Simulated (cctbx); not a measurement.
# Tb5Ti3: solution and refinement

Cell a = 8.5230 Å, b = 8.5230 Å, c = 6.3680 Å, α = 90.00°, β = 90.00°, γ = 120.00°; space group P6_3/mcm (no. 193); content Tb10 Ti6.

The data are simulated with cctbx, not measured: Cu Kα, λ = 1.54184 Å, to d = 0.8 Å, 50 % of the full sphere, strongest reflection 70000 counts, noise from counting, a 2 % proportional error and a noise floor of 8 counts (s.d.); no absorption, and some extinction, which the refinements don't model.

Charge flipping in P1 on normalised amplitudes to 0.9 Å, δ = 1 σ, 20 % of the reflections treated as weak, 400 cycles:

```text
cycle      R  skewness
    0  0.668     0.23
   33  0.324     4.18
   66  0.315     4.24
   99  0.314     4.05
  132  0.316     4.18
  165  0.312     4.13
  198  0.306     4.12
  231  0.312     4.10
  264  0.314     4.05
  297  0.308     4.08
  330  0.324     4.12
  363  0.313     4.13
  396  0.315     4.15
origin shift          correlation  skewness
 0.670  0.017  0.379      0.866      6.46
 0.643  0.649  0.209      0.819      0.88
 0.247  0.302  0.207      0.806      0.40
 0.358  0.490  0.458      0.823      0.35
taken: symmetry correlation 0.866, skewness 6.46
peak      x       y       z  mult  height/sigma
Q1    0.0000  0.2504  0.7500    6     13.9
Q2    0.3333  0.6667  0.0000    4     13.3
Q3    0.0000  0.3782  0.2500    6      3.0
Q4    0.0000  0.2726  0.5528   12      1.1
Q5    0.1525  0.5203  0.9863   24      1.1
Q6    0.0765  0.4174  0.6423   24      1.1
Q7    0.0000  0.0000  0.0000    2      1.1
Q8    0.0000  0.3929  0.0258   12      1.0
```

The origin is taken among those within 0.04 of the best correlation, by the skewness of the map.

Run time: 0.59 s on 1 thread of Arm Neoverse V2 (shared host), peak memory 0.08 GiB.

**Question.** Which peaks are atoms, and which elements?

Heights go roughly as Z and multiplicities must add up to the content. First model: Q1 = Tb1 (6 in the cell, height 13.9), Q2 = Tb2 (4 in the cell, height 13.3) and Q3 = Ti1 (6 in the cell, height 3.0). Against the true structure, Q1 is Tb, Q2 is Tb and Q3 is Ti; the other peaks are not atoms.

Least squares on F², isotropic:

```text
Rint 0.018, 169 unique reflections to 0.80 A
cycle     R1     wR2    GooF  max shift (A)
   1  0.1565  0.3374  29.485   0.11595
   2  0.0103  0.0191   1.671   0.00001
final R1 0.0103 wR2 0.0191 GooF 1.671  parameters 5  data/parameter 33.8
atom        x        y        z      Ueq    occ   su(xyz)  su(Uiso or U11)
Tb1    0.00000  0.24913  0.75000   0.0039  1.000  0.00003  0.0001
Tb2    0.33333  0.66667  0.00000   0.0043  1.000  0.00000  0.0001
Ti1    0.00000  0.39180  0.25000   0.0090  1.000  0.00009  0.0002
difference map: max 0.37 min -0.97 rms 0.18
Q1    0.0000  0.4907  0.6262   12    0.38  1.27 A from Ti1
Q2    0.0000  0.2574  0.5768   12    0.36  1.11 A from Tb1
Q3    0.0000  0.1339  0.0940   12    0.32  2.09 A from Tb1
Q4    0.1720  0.4445  0.0995   24    0.32  1.62 A from Ti1
Q5    0.2392  0.5756  0.1288   24    0.31  1.14 A from Tb2
```

Anisotropic refinement:

```text
Rint 0.018, 169 unique reflections to 0.80 A
cycle     R1     wR2    GooF  max shift (A)
   1  0.0103  0.0191   1.699   0.00017
   2  0.0096  0.0172   1.522   0.00000
final R1 0.0096 wR2 0.0172 GooF 1.522  parameters 10  data/parameter 16.9
atom        x        y        z      Ueq    occ   su(xyz)  su(Uiso or U11)
Tb1    0.00000  0.24913  0.75000   0.0039  1.000  0.00003  0.0001
Tb2    0.33333  0.66667  0.00000   0.0043  1.000  0.00000  0.0001
Ti1    0.00000  0.39178  0.25000   0.0090  1.000  0.00008  0.0004
difference map: max 0.36 min -0.93 rms 0.17
Q1    0.0000  0.4939  0.6255   12    0.36  1.26 A from Ti1
Q2    0.0000  0.1364  0.0952   12    0.34  2.09 A from Tb1
Q3    0.0000  0.2408  0.1231   12    0.33  1.52 A from Ti1
Q4    0.2391  0.5707  0.1291   24    0.31  1.15 A from Tb2
Q5    0.0000  0.2044  0.5207   12    0.31  1.51 A from Tb1
Q6    0.2033  0.5151  0.6171   24    0.30  1.42 A from Tb2
```

**Reading.** The refinement ends at R1 = 0.0096, wR2 = 0.0172, GooF = 1.52, with difference density between -0.93 and 0.36 e/Å³. Every site matches the true model in element, within 0.001 Å r.m.s., up to an allowed shift of origin.

True model:

```
atom  mult.    x       y    z  Ueq (Å²)
 Tb1      6    0  0.7509  1/4    0.0043
 Tb2      4  2/3     1/3  1/2    0.0047
 Ti1      6    0  0.3918  1/4    0.0095
```

The model was made for the exercise: a known structure type with other elements put in, its volume estimated, not relaxed; displacement parameters are assumed.

[Middle refinement cycles are left out of these outputs.]

[Logs are printed without paths, hosts, clocks, repeated set-up lines and the standing remarks that a program may print on its own settings, such as how far it seeks lower states.]
